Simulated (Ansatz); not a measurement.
**Localised basis functions on random rutile alloy of IrO2 and SiO2 (96 atoms)**

Wanted: errors and times of a linear-scaling basis for random rutile alloy of IrO2 and SiO2 (96 atoms). A setting counts as converged where the r.m.s. difference of forces stays under 1 % of the r.m.s. force.

Method: Kohn-Sham DFT, PBE, PAW (set soft_2), plane waves, in Ansatz 0.2.0.

## 1. Set-up

The cell holds 96 atoms: 24 Si, 64 O and 8 Ir. Its edges and angles: a = 8.518 Å, b = 8.518 Å, c = 11.149 Å, α = 90.0°, β = 90.0°, γ = 90.0°. It derives from IrO2 (rutile) and SiO2, repeated 2×2×4. Rutile IrO2, 2 x 2 x 4 conventional cells, 24 of 32 Ir sites given to Si at random (x = 0.750), lattice by Vegard's rule (cell 4.259, 4.259, 2.787, 90, 90, 90); every coordinate displaced by a Gaussian of 0.07 Å.

Before any run, some limits are plain. The host structure and its lattice constant were typed by rule, without a check against the phase diagram. The main run has no spin polarisation, so moments on Ir can't form in it, and no Hubbard term. No spin–orbit coupling is included, so levels derived from the heavy atoms are approximate.

## 2. Plane-wave single point

The first run fixes the reference, at a cutoff of 420 eV.

File input.yaml:

```yaml
crystal:
  lattice:
    - [8.5176, 0.0, 0.0]
    - [0.0, 8.5176, 0.0]
    - [0.0, 0.0, 11.1492]
  atoms:
    - { symbol: Si, position: [0.01735, 0.01741, 0.00303] }
    - { symbol: Si, position: [0.24925, 0.24688, 0.1254] }
    - { symbol: O, position: [0.14596, 0.14433, 0.98808] }
    - { symbol: O, position: [0.33597, 0.35749, 0.00627] }
    - { symbol: O, position: [0.1054, 0.40747, 0.13256] }
    - { symbol: O, position: [0.40607, 0.09797, 0.12991] }
    - { symbol: Si, position: [0.00011, 0.00466, 0.25336] }
    - { symbol: Ir, position: [0.25427, 0.24246, 0.36547] }
    - { symbol: O, position: [0.15071, 0.15139, 0.25665] }
    - { symbol: O, position: [0.33437, 0.3352, 0.24565] }
    - { symbol: O, position: [0.08269, 0.39343, 0.36981] }
    - { symbol: O, position: [0.4077, 0.08777, 0.38155] }
    - { symbol: Si, position: [0.98741, 0.99485, 0.50418] }
    - { symbol: Ir, position: [0.25518, 0.23612, 0.63042] }
    - { symbol: O, position: [0.14007, 0.13939, 0.51175] }
    - { symbol: O, position: [0.34551, 0.36372, 0.51207] }
    - { symbol: O, position: [0.08642, 0.41424, 0.62243] }
    - { symbol: O, position: [0.40042, 0.09556, 0.61836] }
    - { symbol: Si, position: [0.01142, 0.00902, 0.7509] }
    - { symbol: Si, position: [0.25795, 0.23003, 0.87304] }
    - { symbol: O, position: [0.15093, 0.15139, 0.74897] }
    - { symbol: O, position: [0.33722, 0.34667, 0.75534] }
    - { symbol: O, position: [0.10354, 0.38773, 0.866] }
    - { symbol: O, position: [0.40678, 0.0839, 0.88213] }
    - { symbol: Si, position: [0.99538, 0.49057, 0.00099] }
    - { symbol: Si, position: [0.26313, 0.73447, 0.11699] }
    - { symbol: O, position: [0.15825, 0.66162, 0.0037] }
    - { symbol: O, position: [0.3515, 0.84603, 0.00425] }
    - { symbol: O, position: [0.08495, 0.91326, 0.1183] }
    - { symbol: O, position: [0.41061, 0.60277, 0.12128] }
    - { symbol: Si, position: [0.01108, 0.50009, 0.25278] }
    - { symbol: Si, position: [0.24992, 0.74932, 0.38689] }
    - { symbol: O, position: [0.14175, 0.64855, 0.24757] }
    - { symbol: O, position: [0.35198, 0.84696, 0.25216] }
    - { symbol: O, position: [0.0996, 0.89665, 0.36854] }
    - { symbol: O, position: [0.39436, 0.58484, 0.37749] }
    - { symbol: Si, position: [0.98893, 0.49218, 0.49802] }
    - { symbol: Si, position: [0.25588, 0.7529, 0.62331] }
    - { symbol: O, position: [0.15289, 0.63593, 0.50456] }
    - { symbol: O, position: [0.35018, 0.85824, 0.48626] }
    - { symbol: O, position: [0.1072, 0.90709, 0.62837] }
    - { symbol: O, position: [0.41958, 0.59434, 0.62982] }
    - { symbol: Ir, position: [0.00888, 0.50815, 0.74875] }
    - { symbol: Si, position: [0.24832, 0.7551, 0.86718] }
    - { symbol: O, position: [0.14817, 0.65878, 0.74253] }
    - { symbol: O, position: [0.33519, 0.84733, 0.75475] }
    - { symbol: O, position: [0.09867, 0.89099, 0.85934] }
    - { symbol: O, position: [0.41036, 0.59758, 0.8874] }
    - { symbol: Si, position: [0.49779, 0.99852, 0.99925] }
    - { symbol: Ir, position: [0.75193, 0.25739, 0.13092] }
    - { symbol: O, position: [0.65414, 0.14247, 0.00172] }
    - { symbol: O, position: [0.84437, 0.35043, 0.98994] }
    - { symbol: O, position: [0.58873, 0.4051, 0.12066] }
    - { symbol: O, position: [0.9042, 0.09192, 0.12549] }
    - { symbol: Si, position: [0.50666, 0.99517, 0.24549] }
    - { symbol: Si, position: [0.75211, 0.25829, 0.37345] }
    - { symbol: O, position: [0.66683, 0.14277, 0.24726] }
    - { symbol: O, position: [0.8489, 0.33141, 0.24771] }
    - { symbol: O, position: [0.58887, 0.39922, 0.37741] }
    - { symbol: O, position: [0.90043, 0.09083, 0.38374] }
    - { symbol: Ir, position: [0.49741, 0.02031, 0.49424] }
    - { symbol: Ir, position: [0.7506, 0.25329, 0.63514] }
    - { symbol: O, position: [0.64196, 0.14975, 0.49518] }
    - { symbol: O, position: [0.85272, 0.36016, 0.49861] }
    - { symbol: O, position: [0.61216, 0.41194, 0.63074] }
    - { symbol: O, position: [0.88911, 0.09396, 0.62167] }
    - { symbol: Si, position: [0.50797, 0.98654, 0.75131] }
    - { symbol: Si, position: [0.73988, 0.25415, 0.86798] }
    - { symbol: O, position: [0.65675, 0.14581, 0.74379] }
    - { symbol: O, position: [0.84887, 0.34763, 0.74861] }
    - { symbol: O, position: [0.61004, 0.4031, 0.87722] }
    - { symbol: O, position: [0.90698, 0.08845, 0.86814] }
    - { symbol: Ir, position: [0.49415, 0.50624, 0.0061] }
    - { symbol: Si, position: [0.75787, 0.75822, 0.12766] }
    - { symbol: O, position: [0.66251, 0.66253, 0.99994] }
    - { symbol: O, position: [0.85502, 0.85157, 0.99653] }
    - { symbol: O, position: [0.59008, 0.90588, 0.12353] }
    - { symbol: O, position: [0.90072, 0.59064, 0.12689] }
    [... 12 atom lines left out ...]
    - { symbol: Si, position: [0.48862, 0.5027, 0.74686] }
    - { symbol: Si, position: [0.74804, 0.75306, 0.87724] }
    - { symbol: O, position: [0.64933, 0.64487, 0.7606] }
    - { symbol: O, position: [0.84328, 0.84626, 0.74699] }
    - { symbol: O, position: [0.61082, 0.91312, 0.88619] }
    - { symbol: O, position: [0.91513, 0.59937, 0.88195] }
kpoints:
  mp_grid: { grid: [2, 2, 1] }
hamiltonian:
  xc: pbe
scf:
  occupations: { method: fermi_dirac, width: 0.05 }
output:
  forces: true
  stress: true
  populations: true
  dos:
    method: { smearing: { sigma: 0.15 } }
    de: 0.1
    projected: { site_lists: { Ir: [Ir], O: [O], Si: [Si] } }
  eigenvalues: true
  write_density: true
  write_potential: true
  volumetric_format: npy
```

The run is started by

```bash
ansatz run input.yaml --threads 8 --pin off --max-ram 15872MiB --backend cpu --events-out ev --progress --plain --runs-dir out
```

Numbers of over 12 decimals in the logs are rounded to 6 here.

Log:

```text
Engine: ansatz 0.2.0, aarch64-unknown-linux-gnu
Pseudopotentials: kind: paw
Pseudopotential: Si, paw, valence charge 4, recommended cutoff 420 eV (normal), Si.paw.azcp
Pseudopotential: O, paw, valence charge 6, recommended cutoff 420 eV (normal), O.paw.azcp
Pseudopotential: Ir, paw, valence charge 17, recommended cutoff 420 eV (normal), Ir.paw.azcp
[... 5 lines on functional and potentials left out ...]
Crystal: 96 atoms, lattice volume = 808.869 Å³
Basis set: ecut = 420 eV, 15837 PW (Γ), exchange–correlation on 120×120×150 points (8 copies of the dense FFT grid, shifted against one another)
Bands: 404, of which v1, the nominal top of the filled ones, is band 308 counted from 1 (307 counted from 0)
Symmetry: 1 space group operations
Space group: P1 (ITA 1), of the structure as read, at distance tolerance 9.3e-5 Å
k-points: 4
[... 7 lines on functional and potentials left out ...]
Initial density: superposition of atomic densities (neutral atoms: chi_scale 0, normalization atom), corrected by the library's trained network
Initial wavefunctions: pseudopotential atomic-orbital guess
Functional: x = pbe(κ = 0.804, μ = 0.219515), c = pbe(β = 0.066725)
SCF iter   1: F=—  HF=-147058.173661 eV  |F-HF|=—  |Δ(HF+E_count)|=         —  Δρ=1.81e-2  dr2=4.97e0  ethr=1.77e-3  ⟨swp⟩=6.0  Hψ=6902  notcnv=0  defer=127
preconditioner: auto → Resta (q_TF=auto, 2.607 Å⁻¹)  ε∞=4.5  [insulator: Δε(μ)=0.228 eV  Ē_g=16.413 eV  σ=0.050 eV  W_gap=0.81  n_scr=244 (ndim 8)  ℏωp=30.7 eV  f_vac=0.000  D(μ)=5.25/eV (n_scr^D=18)  ε∞_Penn≈4.5]
SCF iter   2: F=—  HF=-147057.746918 eV  |F-HF|=—  |Δ(HF+E_count)|=   4.27e-1  Δρ=6.12e-3  dr2=5.85e-1  ethr=8.06e-4  ⟨swp⟩=2.0  Hψ=1870  notcnv=0  defer=231
preconditioner: auto → Kerker (q_TF=auto, 2.607 Å⁻¹)  [metal: Δε(μ)=0.099 eV  Ē_g=16.407 eV  σ=0.050 eV  W_gap=0.45  n_scr=244 (ndim 8)  ℏωp=30.7 eV  f_vac=0.000  D(μ)=13.70/eV (n_scr^D=82)]
SCF iter   3: F=—  HF=-147057.683301 eV  |F-HF|=—  |Δ(HF+E_count)|=   6.36e-2  Δρ=3.00e-3  dr2=1.65e-1  ethr=9.50e-5  ⟨swp⟩=2.0  Hψ=1301  notcnv=0  defer=341
SCF iter   4: F=—  HF=-147057.664238 eV  |F-HF|=—  |Δ(HF+E_count)|=   1.91e-2  Δρ=2.15e-3  dr2=7.41e-2  ethr=2.68e-5  ⟨swp⟩=2.0  Hψ=1386  notcnv=0  defer=341
SCF iter   5: F=—  HF=-147057.657712 eV  |F-HF|=—  |Δ(HF+E_count)|=   6.53e-3  Δρ=7.29e-4  dr2=1.91e-2  ethr=1.20e-5  ⟨swp⟩=1.0  Hψ=1275  notcnv=0  defer=341
SCF iter   6: F=—  HF=-147057.655711 eV  |F-HF|=—  |Δ(HF+E_count)|=   2.00e-3  Δρ=4.21e-4  dr2=5.91e-3  ethr=3.10e-6  ⟨swp⟩=1.2  Hψ=1276  notcnv=0  defer=341
SCF iter   7: F=—  HF=-147057.655038 eV  |F-HF|=—  |Δ(HF+E_count)|=   6.73e-4  Δρ=2.26e-4  dr2=1.29e-3  ethr=9.59e-7  ⟨swp⟩=2.8  Hψ=2061  notcnv=0  defer=341
SCF iter   8: F=—  HF=-147057.654841 eV  |F-HF|=—  |Δ(HF+E_count)|=   1.98e-4  Δρ=1.33e-4  dr2=4.53e-4  ethr=2.09e-7  ⟨swp⟩=3.0  Hψ=2565  notcnv=0  defer=341
SCF iter   9: F=—  HF=-147057.654780 eV  |F-HF|=—  |Δ(HF+E_count)|=   6.06e-5  Δρ=6.50e-5  dr2=1.07e-4  ethr=7.35e-8  ⟨swp⟩=2.0  Hψ=2417  notcnv=0  defer=341
SCF iter  10: F=—  HF=-147057.654757 eV  |F-HF|=—  |Δ(HF+E_count)|=   2.26e-5  Δρ=2.62e-5  dr2=1.53e-5  ethr=1.74e-8  ⟨swp⟩=3.0  Hψ=2097  notcnv=0  defer=341
SCF iter  11: F=—  HF=-147057.653130 eV  |F-HF|=—  |Δ(HF+E_count)|=   1.63e-3  Δρ=1.23e-5  dr2=3.88e-6  ethr=2.48e-9  ⟨swp⟩=3.0  Hψ=2938  notcnv=0  defer=341
SCF iter  12: F=—  HF=-147057.653129 eV  |F-HF|=—  |Δ(HF+E_count)|=   4.66e-7  Δρ=6.33e-6  dr2=9.47e-7  ethr=6.29e-10  ⟨swp⟩=2.5  Hψ=2104  notcnv=0  defer=341
SCF iter  13: F=—  HF=-147057.653129 eV  |F-HF|=—  |Δ(HF+E_count)|=   1.38e-7  Δρ=2.66e-6  dr2=2.27e-7  ethr=1.54e-10  ⟨swp⟩=2.0  Hψ=2122  notcnv=0  defer=341
SCF iter  14: F=-147057.653129 eV  HF=-147057.653129 eV  |F-HF|=4.37e-8  |Δ(HF+E_count)|=   3.11e-8  Δρ=1.14e-6  dr2=5.06e-8  ethr=1.62e-11  ⟨swp⟩=18.2  Hψ=12868  notcnv=0
SCF 1 converged in 14 iterations: F = -147057.653129 eV  dr2 = 5.06e-8
  greatest PAW one-centre occupation: 1.003 electrons in one spin orbital (limit 2), on the Ir atom at site 60 (counted from 0), in its partial waves of l = 1
SCF converged after 14 iterations
Free energy (F): -147057.653129 eV
Harris-Foulkes:  -147057.653129 eV  (|F-HF|=4.37e-8)
Internal energy: -147057.514678 eV  (E = F + TS)
E sigma→0 (E₀):  -147057.583904 eV
Entropy (-TS):   -0.138451 eV (-1.442 meV/atom)
Fermi energy:    13.483573 eV
--- Per-component energies (eV) ---
  E_band       = -1027.426392
  E_kinetic    = 17667.489828
  E_local      = -40554.429414  (includes V_loc(G=0)·N_el)
  E_nonlocal   = 4229.923728
  E_hartree    = 15791.178939
  E_xc         = -8272.838891
  E_vxc        = -9670.944761  (∫ρ·V_xc dr)
  E_paw        = -96279.637418  (= ΣΔE_a)
  E_vpaw       = -4281.994835  (= ΣTr[D̂ρ^β])
  E_aug_tail   = 0.163146  (compensation charges beyond the density's cutoff)
  E_ewald      = -39639.364597
  E_smearing   = -0.138451  (= −TS)
  E_closure    = -0.000000  (closes the sum)
  Σ components = -147057.653129   (vs F -147057.653129, Δ=0.00e0)
--- Forces (eV/Å), atoms counted from 1 ---
  atom   1  Si    -6.41728191    -5.62975114    -1.41269826
  atom   2  Si    -0.39499274     0.13099996    -1.33157333
  atom   3  O      4.87945284     4.24658722     1.16394689
  atom   4  O     -3.55157967    -5.42885797    -0.66575147
  atom   5  O     -1.06447782    -1.38945580    -1.94783027
  atom   6  O     -1.14044458     0.74370888    -1.10085333
  atom   7  Si     0.86460517    -1.43487006    -0.49037565
  atom   8  Ir    -0.76407564     1.20600235    19.84024384
  atom   9  O     -6.06377201    -5.81435561   -11.03862702
  atom  10  O      4.23121496     4.40358649    -7.53523095
  atom  11  O      0.09238632     1.12776068     0.41913089
  atom  12  O     -8.47103642     7.44010609   -17.43844425
  atom  13  Si     0.98088049    -0.59330000    -0.22401150
  atom  14  Ir    -3.54501883     8.15838614    -5.82122158
[...]
atom  95  O     -1.56343540    -1.11123572    -2.91960884
  atom  96  O     -2.02646660     2.02898139     3.35404096
  max |Σ_I F_I| component: 6.94e-5 eV/Å
--- Stress (GPa, compression-positive) ---
       29.312223       1.580550       1.231009
        1.580549      29.584816      -1.663494
        1.231009      -1.663494      44.417425
  P = ⅓ Tr σ = 34.4382 GPa (344.382 kbar)
--- Band table (eV) ---
  k-point 0: bands = ["-81.2521", "-80.2863", "-80.2300", "-80.1864", [... 388 levels ...], "23.0211", "23.0705", "23.0905", "23.2027", "23.2390", "23.2811", "23.3305", "23.3979", "23.4816", "23.4974", "23.5548", "23.6419"]
[...]
--- Löwdin populations: 96 sites ---
  site symbol       q [e]
     0     Si      2.3586
     1     Si      2.4599
     2      O      6.7084
[...]
95      O      6.6889
  spilling = 0.009392 (of n_electrons = 616.000000)
```

The job ended after 45 s (8 threads of Arm Neoverse V1, shared host; peak memory 5.8 GiB).

The column dr2 measures how far the density is from self-consistency, as an energy; F and HF (Harris–Foulkes) agree once it is small.

Read from the output:

```yaml
free_energy: -147057.6531 eV
free_energy_per_atom: -1531.8506 eV/atom
scf_cycles: 14
pressure: 34.44 GPa
r_m_s_force_component: 4.225 eV/Å
longest_force: 20.77 eV/Å
fermi_energy: 13.48 eV
levels_partly_filled_by_over_2_per_cent: 13
spilling_of_the_projection: 0.009392
```

The r.m.s. force component of 4.2 eV/Å and the pressure of 34 GPa set the scale for the differences below.

## 3. Support functions low

The cell is solved in localised support functions. The level low gives here a grid of 48×48×60 points and a radius of 3.27 Å.

This step: Kohn-Sham DFT, PBE, PAW (set soft_2), localised support functions (low) (Ansatz 0.2.0).

input.yaml, the sections that differ from step 2:

```yaml
scf:
  occupations: { method: fermi_dirac, width: 0.05 }
  eigensolver: { kind: { support_functions: { accuracy: low } } }
  max_iter: 150
output:
  forces: true
  eigenvalues: true
# crystal, kpoints, hamiltonian: as in step 2
```

Log:

```text
Warning: scf.eigensolver.kind.support_functions: disabling space-group detection — the functions' gradient is summed over unrotated k-points, so no spatial operation reduces the k-mesh or symmetrises the density; time reversal is kept, so that k and −k are solved as one point where they differ and the mesh holds both, and exact exchange and, on two spinor components, a DFT+U term hold to it where the run has them: [...]
settings of this run that can trade accuracy for cost: scf.eigensolver.kind.support_functions; scf.eigensolver.kind.support_functions.accuracy: low [...]
[...]
Crystal: 96 atoms, lattice volume = 808.869 Å³
Basis set: ecut = 420 eV, 15837 PW (Γ), exchange–correlation on 120×120×150 points (8 copies of the dense FFT grid, shifted against one another)
Bands: 370, of which v1, the nominal top of the filled ones, is band 308 counted from 1 (307 counted from 0)
Symmetry: 1 space group operations
k-points: 4
[...]
Eigensolver: Support functions (low, 48×48×60 points, laid for a spacing of at most 0.186952 Å, radius 3.269644 Å, 1 species' potentials softened for the grid, 2 wholly corrected for its errors in the mean over positions, 3 with the egg-box correction, energy correction by stochastic trace)
[...]
SCF iter   1: F=—  HF=-147039.097845 eV  |F-HF|=—  |Δ(HF+E_count)|=         —  Δρ=1.48e-1  dr2=1.67e2  ethr=1.00e-1
[...]
SCF iter  13: F=—  HF=-147058.177333 eV  |F-HF|=—  |Δ(HF+E_count)|=   2.52e-3  Δρ=3.78e-5  dr2=5.55e-5  ethr=2.61e-8  κ⁻¹=3.5e-5(r=7)
SCF iter  14: F=-147058.179465 eV  HF=-147058.179477 eV  |F-HF|=1.29e-5  |Δ(HF+E_count)|=   2.14e-3  Δρ=2.09e-5  dr2=1.62e-5  ethr=9.01e-9
SCF 1 converged in 14 iterations: F = -147058.216188 eV  dr2 = 1.62e-5
[...]
SCF converged after 14 iterations
Stability not checked: this state was not tested for a lower state beside it, because the mixer in use, unlike msr1, does not test its closes by its own steps (another_mixer; see scf.mixing.algorithm and scf.lower_state_search)
Free energy (F): -147058.216188 eV
[...]
Internal energy: -147058.077899 eV  (E = F + TS)
E sigma→0 (E₀):  -147058.147044 eV
Entropy (-TS):   -0.138288 eV (-1.441 meV/atom)
Fermi energy:    13.483077 eV
[...]
Σ components = -147058.216188   (vs F -147058.216188, Δ=0.00e0)
--- Forces (eV/Å), atoms counted from 1 ---
  atom   1  Si    -6.41784781    -5.63009008    -1.41292638
  atom   2  Si    -0.39616793     0.13075930    -1.33111907
  atom   3  O      4.87978196     4.24578286     1.16446768
  atom   4  O     -3.54669411    -5.42614556    -0.66572347
[...]
atom  96  O     -2.02785214     2.03022517     3.35148471
  max |Σ_I F_I| component: 4.60e-3 eV/Å
--- Band table (eV) ---
[...]
```

The job ended after 77 s (8 threads; peak memory 2.9 GiB; 9.9 min of CPU time).

The program notes that the band table was not solved further than the SCF left it and it switched symmetry off.

Keys that differ from the reference: support_functions.accuracy = "low" and scf.max_iter = 150.

Forces differ from the reference by 3.1 meV/Å r.m.s., 0.074 % of their size, well within a tolerance of 1 %; the energy by -5.9 meV/atom. It took 77 s and 14 cycles; the reference's time can't be set against it, since the two runs asked for unlike analyses.

## 4. Support functions medium

The cell is solved in localised support functions. The level medium gives here a grid of 48×48×72 points and a radius of 3.27 Å. Besides, the program derives a nominal cutoff of 464 eV for this run, against the reference's 420.

This step: Kohn-Sham DFT, PBE, PAW (set soft_2), localised support functions (medium) (Ansatz 0.2.0).

input.yaml, the sections that differ from step 3:

```yaml
scf:
  occupations: { method: fermi_dirac, width: 0.05 }
  eigensolver: { kind: { support_functions: { accuracy: medium } } }
  max_iter: 150
# crystal, kpoints, hamiltonian, output: as in step 3
```

Log:

```text
[...]
Warning: basis.ecutwfc = 464 eV, auto-derived: no grid that the accuracy of the support functions lays serves the files at the lower one that their records recommend; a deck with other species or settings can derive another value
[...]
Crystal: 96 atoms, lattice volume = 808.869 Å³
Basis set: ecut = 464 eV, 18431 PW (Γ), exchange–correlation on 120×120×180 points (8 copies of the dense FFT grid, shifted against one another)
Bands: 370, of which v1, the nominal top of the filled ones, is band 308 counted from 1 (307 counted from 0)
Symmetry: 1 space group operations
k-points: 4
[...]
Eigensolver: Support functions (medium, 48×48×72 points, laid for a spacing of at most 0.183426 Å, radius 3.269644 Å, 1 species' potentials softened for the grid, 2 wholly corrected for its errors in the mean over positions, 3 with the egg-box correction, energy correction by stochastic trace)
[...]
SCF iter   1: F=—  HF=-147039.258346 eV  |F-HF|=—  |Δ(HF+E_count)|=         —  Δρ=1.48e-1  dr2=1.68e2  ethr=1.00e-1
[...]
SCF iter  15: F=—  HF=-147058.178494 eV  |F-HF|=—  |Δ(HF+E_count)|=   1.91e-3  Δρ=1.16e-5  dr2=4.60e-6  ethr=2.61e-9  κ⁻¹=3.1e-5(r=7)
SCF iter  16: F=-147058.178493 eV  HF=-147058.178494 eV  |F-HF|=6.25e-7  |Δ(HF+E_count)|=   6.22e-7  Δρ=5.25e-6  dr2=8.42e-7  ethr=7.47e-10
SCF 1 converged in 16 iterations: F = -147058.213845 eV  dr2 = 8.42e-7
[...]
SCF converged after 16 iterations
[...]
Free energy (F): -147058.213845 eV
[...]
Internal energy: -147058.075567 eV  (E = F + TS)
E sigma→0 (E₀):  -147058.144706 eV
Entropy (-TS):   -0.138279 eV (-1.440 meV/atom)
Fermi energy:    13.483057 eV
[...]
Σ components = -147058.213845   (vs F -147058.213845, Δ=0.00e0)
--- Forces (eV/Å), atoms counted from 1 ---
  atom   1  Si    -6.41829307    -5.63106185    -1.41288467
  atom   2  Si    -0.39584928     0.13079443    -1.33042979
  atom   3  O      4.88004531     4.24670141     1.16421728
  atom   4  O     -3.54785356    -5.42709277    -0.66591711
[...]
atom  96  O     -2.02779207     2.02968503     3.35138447
  max |Σ_I F_I| component: 2.78e-3 eV/Å
--- Band table (eV) ---
[...]
```

Run time: 94 s. Hardware: 8 threads; peak memory 3.2 GiB; 12 min of CPU time.

Keys that differ from the reference: support_functions.accuracy = "medium" and scf.max_iter = 150.

Forces differ from the reference by 3.2 meV/Å r.m.s., 0.075 % of their size, well within a tolerance of 1 %; the energy by -5.8 meV/atom. It took 94 s and 16 cycles; the reference's time can't be set against it, since the two runs asked for unlike analyses.

(Part 1 of 2 ends here.)

[Logs are printed without paths, hosts, clocks, repeated set-up lines and the standing remarks that a program may print on its own settings, such as how far it seeks lower states.]

[Hosts, paths, dates, database ids (printed as entryN), source tags and the programs' standing remarks are cut or masked in the printed files.]
